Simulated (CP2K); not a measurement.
The C K edge of vinylsilane was computed by TDDFT (CP2K XAS_TDP, aug-pc-1, TDA) at these levels: BHandHLYP, PBEh(45%) and PBEh(45%) + GW2X. The first three lines of C1 (bonded to C and 2 H) with a strength over 0.0015, energy in eV and strength:

```
run           first          second           third
  1  280.43 (0.056)  284.06 (0.006)  284.60 (0.019)
  2  286.25 (0.055)  289.87 (0.006)  290.41 (0.019)
  3  282.48 (0.060)  286.26 (0.006)  286.70 (0.020)
```

Q: Which run is which?

Run 1: PBEh(45%) (45 % exact exchange). Run 2: PBEh(45%) + GW2X (45 % exact exchange). Run 3: BHandHLYP (50 % exact exchange). Self-interaction lifts the core level, so the uncorrected lines rise with the share of exact exchange. The GW2X run keeps the spacings of its parent: 3.62 eV between the first two lines in run 2, 3.63 eV in run 1. Its shift is +5.82 eV, since the Kohn–Sham level at this share of exchange lies that far above the quasiparticle level.

[Banner, clock and machine lines of the logs are left out without a mark of their own.]

[Logs are printed without paths, hosts, clocks, repeated set-up lines and the standing remarks that a program may print on its own settings, such as how far it seeks lower states.]

[Hosts, paths, dates, database ids (printed as entryN), source tags and the programs' standing remarks are cut or masked in the printed files.]
